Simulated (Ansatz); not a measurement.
# NiTe2 monolayer (1T): relaxing the cell for a phonon run

Aim: bring NiTe2 monolayer (1T) to small forces and stress, as phonons need.

Main program and level: Ansatz 0.2.0; DFT LDA, scalar-relativistic, plane waves, PAW.

This is a report of a sequence of runs, with most program output left out.

## 1. The structure

The cell holds 3 atoms: 1 Ni and 2 Te. Its edges and angles: a = 3.680 Å, b = 3.680 Å, c = 20.000 Å, α = 90.0°, β = 90.0°, γ = 120.0°. Vacuum lies along c.

## 2. A coarse first look

First a cheap look: the gap decides the mesh and the occupations, the pressure tells how far the cell has to move.

The program solves this slab on a cell height of its own, 30.4 Å, in place of the one typed.

input.yaml

```yaml
crystal:
  lattice:
    - [3.68, 0.0, 0.0]
    - [-1.84, 3.18697, 0.0]
    - [0.0, 0.0, 20.0]
  atoms:
    - { symbol: Ni, position: [0.0, 0.0, 0.5] }
    - { symbol: Te, position: [0.333333, 0.666667, 0.5828] }
    - { symbol: Te, position: [0.666667, 0.333333, 0.4172] }
  periodic: [true, true, false]
kpoints:
  mp_grid: { grid: [6, 6, 1] }
hamiltonian:
  xc: lda
scf:
  occupations: { method: gaussian, width: 0.1 }
output:
  forces: true
  stress: true
  eigenvalues: true
```

The run is started by

```sh
ansatz run input.yaml --threads 8 --pin off --max-ram 14336MiB --backend cpu --events-out ev --progress --plain --runs-dir out
```

It took 1.5 s on 8 threads of Arm Neoverse V2, shared host; peak memory 0.7 GiB; 6.6 s of CPU time.

This run has no spin polarisation, although Ni can carry a moment.

This step gave:

```yaml
gap_on_the_k_mesh: 0 eV
area_per_atom: 3.909 Å²
```

The coarse mesh shows no gap.

## 3. Rough relaxation

A rough relaxation comes first, because large forces or stress need no tight tolerances yet.

The program solves this slab on a cell height of its own, 30.4 Å, in place of the one typed.

Edit input.yaml of step 2 so:

```diff
@@ -20 +20,6 @@
   eigenvalues: true
+relax:
+  adjacent_minimum: "off"
+  f_tol: 0.05
+  max_steps: 80
+  cell: { stress_2d_tol: 0.02 }
```

Elapsed: 6.9 s, on 8 threads; peak memory 0.71 GiB; 43 s of CPU time.

Step by step:

```csv
step,energy less that of the first step (eV),largest force component (eV/Å),volume (Å³)
1,0.0000,1.7994,356.81
2,-0.5416,0.4820,349.89
3,-0.5811,0.2762,337.85
4,-0.5902,0.0227,338.10
5,-0.5912,0.0460,335.21
6,-0.5914,0.0027,335.53
7*,-0.5900,0.0023,335.53
```

Relaxation steps marked * repeat the geometry before them on a plane-wave basis chosen anew for their cell, so energy and pressure can jump there.

The run keeps the 12 symmetry operations that it works with, so distortions that break them were not tested.

```csv
cell as run,before,after,change
a (Å),3.680,3.569,-3.0 %
b (Å),3.680,3.569,-3.0 %
```

The atoms that moved most (Å, along periodic axes as changes of fractional coordinates times the final cell, across vacuum about the mean position):

```csv
atom,dx,dy,dz,length
Te2,0.000,0.000,-0.207,0.207
Te3,0.000,0.000,0.207,0.207
```

Final coordinates:

```xyz
3
Lattice="3.5685 0.0000 0.0000 -1.7843 3.0904 0.0000 0.0000 0.0000 30.4240" Properties=species:S:1:pos:R:3
Ni    0.0000    0.0000   10.0000
Te    0.0000    2.0603   11.4491
Te    1.7843    1.0301    8.5509
```

This step gave:

```
area per atom : 3.676 Å²
```

The relaxation ends with a largest force component of 0.0023 eV/Å.

## 4. Bringing the structure to rest

The cell and atoms are relaxed, since residual forces and stress would shift the frequencies.

input.yaml, the sections that differ from step 3:

```yaml
crystal:
  lattice:
    - [3.5685384237, 0.0, 0.0]
    - [-1.7842692119, 3.0904449293, 0.0]
    - [0.0, 0.0, 30.424]
  atoms:
    - { symbol: Ni, position: [0.0, 0.0, 0.328687878] }
    - { symbol: Te, position: [0.3333333333, 0.6666666667, 0.3763172686] }
    - { symbol: Te, position: [0.6666666667, 0.3333333333, 0.2810584874] }
  periodic: [true, true, false]
kpoints:
  mp_grid: { grid: [15, 15, 1] }
relax:
  adjacent_minimum: "off"
  f_tol: 0.005
  max_steps: 80
  cell: { stress_2d_tol: 0.02 }
# hamiltonian, scf, output: as in step 3
```

Wall time 21 s (8 threads); peak memory 1 GiB; 2.5 min of CPU time.

The steps of the relaxation:

```csv
step,energy less that of the first step (eV),largest force component (eV/Å),volume (Å³)
1,0.0000,0.1809,335.53
2,-0.0139,0.0107,341.38
3,-0.0061,0.2901,356.47
4,-0.0217,0.0088,348.71
5,-0.0217,0.0164,350.25
6,-0.0218,0.0062,349.74
7,-0.0218,0.0001,349.82
8*,-0.0230,0.0004,349.82
```

Relaxation steps marked * repeat the geometry before them on a plane-wave basis chosen anew for their cell, so energy and pressure can jump there. Relaxation step 3 was tried and not accepted.

The run keeps the 12 symmetry operations that it works with, so distortions that break them were not tested.

```csv
cell as run,before,after,change
a (Å),3.569,3.644,+2.1 %
b (Å),3.569,3.644,+2.1 %
```

The atoms that moved most (Å, along periodic axes as changes of fractional coordinates times the final cell, across vacuum about the mean position):

```csv
atom,dx,dy,dz,length
Te3,0.000,0.000,0.075,0.075
Te2,0.000,0.000,-0.075,0.075
```

Final coordinates:

```cif
data_structure
_symmetry_space_group_name_H-M 'P 1'
_symmetry_Int_Tables_number 1
_cell_length_a 3.6438
_cell_length_b 3.6438
_cell_length_c 30.4240
_cell_angle_alpha 90.000
_cell_angle_beta 90.000
_cell_angle_gamma 120.000
_cell_volume 349.82
loop_
_atom_site_label
_atom_site_type_symbol
_atom_site_fract_x
_atom_site_fract_y
_atom_site_fract_z
_atom_site_occupancy
Ni1 Ni 0.00000 0.00000 0.32869 1
Te2 Te 0.33333 0.66667 0.37387 1
Te3 Te 0.66667 0.33333 0.28351 1
```

This step gave:

| Item | Value |
| --- | --- |
| area per atom | 3.833 Å² |

The relaxation ends with a largest force component of 3.9e-4 eV/Å.

## 5. Relaxing to small forces for the phonons

Phonons need a cell at rest on their own settings, so the relaxation is repeated with tight tolerances on forces and stress on the k mesh and occupations of the first response run.

input.yaml

```yaml
crystal:
  lattice:
    - [3.6437584461, 0.0, 0.0]
    - [-1.8218792231, 3.1555873795, 0.0]
    - [0.0, 0.0, 30.424]
  atoms:
    - { symbol: Ni, position: [0.0, 0.0, 0.328687878] }
    - { symbol: Te, position: [0.3333333333, 0.6666666667, 0.3738652735] }
    - { symbol: Te, position: [0.6666666667, 0.3333333333, 0.2835104825] }
  periodic: [true, true, false]
kpoints:
  mp_grid: { grid: [15, 15, 1] }
hamiltonian:
  xc: lda
scf:
  occupations: { method: methfessel_paxton, width: 0.15 }
output:
  forces: true
  stress: true
  eigenvalues: true
  write_density: true
  write_potential: true
  elf: true
  volumetric_format: npy
relax:
  adjacent_minimum: "off"
  f_tol: 0.001
  max_steps: 60
  cell: { stress_2d_tol: 0.002 }
```

Elapsed: 11 s, on 8 threads; peak memory 1 GiB.

Little changed from the start: no atom moved by 0.005 Å and no cell edge by 0.1 %.

Valence density in the ac plane at fractional y = 0.333, with atoms of Te within 0.2 Å of it. It is the smooth field of the valence electrons, not physical close to the nuclei.

Values in units of 1e0 e/Å³, 24 rows by 14 columns, each cell a mean:
```
0.0 0.0 0.0 0.0 0.0 0.0 0.0 0.0 0.0 0.0 0.0 0.0 0.0 0.0
0.0 0.0 0.0 0.0 0.0 0.0 0.0 0.0 0.0 0.0 0.0 0.0 0.0 0.0
0.0 0.0 0.0 0.0 0.0 0.0 0.0 0.0 0.0 0.0 0.0 0.0 0.0 0.0
0.0 0.0 0.0 0.0 0.0 0.0 0.0 0.0 0.0 0.0 0.0 0.0 0.0 0.0
0.0 0.0 0.0 0.0 0.0 0.0 0.0 0.0 0.0 0.0 0.0 0.0 0.0 0.0
0.0 0.0 0.0 0.0 0.0 0.0 0.0 0.0 0.0 0.0 0.0 0.0 0.0 0.0
0.0 0.0 0.0 0.0 0.0 0.0 0.0 0.0 0.0 0.0 0.0 0.0 0.0 0.0
0.0 0.0 0.0 0.0 0.0 0.0 0.0 0.0 0.0 0.0 0.0 0.0 0.0 0.0
0.0 0.0 0.0 0.0 0.0 0.0 0.0 0.0 0.0 0.0 0.0 0.0 0.0 0.0
0.0 0.0 0.0 0.0 0.0 0.0 0.0 0.0 0.0 0.0 0.0 0.0 0.0 0.0
0.0 0.0 0.0 0.0 0.0 0.0 0.0 0.0 0.0 0.0 0.0 0.0 0.0 0.0
0.0 0.0 0.0 0.0 0.0 0.0 0.0 0.0 0.0 0.0 0.0 0.0 0.0 0.0
0.0 0.0 0.0 0.0 0.0 0.0 0.0 0.0 0.0 0.0 0.0 0.0 0.0 0.0
0.0 0.0 0.0 0.0 0.0 0.0 0.0 0.0 0.0 0.0 0.0 0.0 0.0 0.0
0.2 0.3 0.3 0.3 0.3 0.2 0.1 0.1 0.1 0.0 0.0 0.1 0.1 0.1
0.3 0.4 0.5 0.5 0.4 0.3 0.2 0.1 0.1 0.1 0.1 0.1 0.2 0.2
0.3 0.3 0.3 0.3 0.3 0.3 0.6 1.2 2.8 3.9 3.5 1.7 0.7 0.4
0.2 0.1 0.1 0.1 0.2 0.3 0.7 2.2 5.4 7.5 6.6 3.3 1.1 0.4
0.0 0.0 0.0 0.0 0.0 0.0 0.1 0.1 0.1 0.1 0.1 0.1 0.1 0.0
0.0 0.0 0.0 0.0 0.0 0.0 0.0 0.0 0.0 0.0 0.0 0.0 0.0 0.0
0.0 0.0 0.0 0.0 0.0 0.0 0.0 0.0 0.0 0.0 0.0 0.0 0.0 0.0
0.0 0.0 0.0 0.0 0.0 0.0 0.0 0.0 0.0 0.0 0.0 0.0 0.0 0.0
0.0 0.0 0.0 0.0 0.0 0.0 0.0 0.0 0.0 0.0 0.0 0.0 0.0 0.0
0.0 0.0 0.0 0.0 0.0 0.0 0.0 0.0 0.0 0.0 0.0 0.0 0.0 0.0
```
Columns run along a (3.6 Å), rows up along c (30.4 Å). Atoms in or near the plane, at fractional coordinates: Te at (0.67, 0.28).

ELF in the ac plane at fractional y = 0.333, with atoms of Te within 0.2 Å of it. It is the smooth field of the valence electrons, not physical close to the nuclei.

Ten even steps from '0' (0.00) to '9' (0.71), each cell a mean:
```
00000000000000
00000000000000
00000000000000
00000000000000
00000000000000
00000000000000
00000000000000
00000000000000
00000000000000
00000000000000
00000000000000
00000000000000
00000000000000
34443210000011
78888742100136
66666542111234
53334665433566
74236876433578
31002478999986
00000001111100
00000000000000
00000000000000
00000000000000
00000000000000
```
Columns run along a (3.6 Å), rows up along c (30.4 Å). Atoms in or near the plane, at fractional coordinates: Te at (0.67, 0.28).

Electrostatic potential energy in the ac plane at fractional y = 0.333, with atoms of Te within 0.2 Å of it. With pseudopotentials it is smooth inside the atoms' cores, unlike the true potential.

Ten even steps from '0' (-12 eV) to '9' (0 eV), each cell a mean:
```
99999999999999
99999999999999
99999999999999
99999999999999
99999999999999
99999999999999
99999999999999
99999999999999
99999999999999
99999999999999
99999999999999
99999999999999
99999999999999
99999999999999
42223578888876
32112567888776
45555311333212
57876202555301
99999988777889
99999999999999
99999999999999
99999999999999
99999999999999
99999999999999
```
Columns run along a (3.6 Å; values clipped at the 3rd and 97th percentile), rows up along c (30.4 Å). Atoms in or near the plane, at fractional coordinates: Te at (0.67, 0.28).

The largest force component left is 0.016 meV/Å, within the tolerances set.

## 6. What came out

* space group after relaxation: P-3m1
* lattice constant a: 3.644 Å
* lattice constant b: 3.644 Å
* area per atom: 3.83 Å²

**Reading.** The largest force component left is 0.016 meV/Å, within the tolerances set. The relaxation keeps the symmetry of its start, so it says nothing on stability against lower symmetry. The runs are without spin polarisation, although Ni often carries a moment. Spin-orbit coupling is left out, which can matter for the heavy elements here. The starting cell was built on a prototype and not taken from a measurement.

[Logs are printed without paths, hosts, clocks, repeated set-up lines and the standing remarks that a program may print on its own settings, such as how far it seeks lower states.]

[Hosts, paths, dates, database ids (printed as entryN), source tags and the programs' standing remarks are cut or masked in the printed files.]
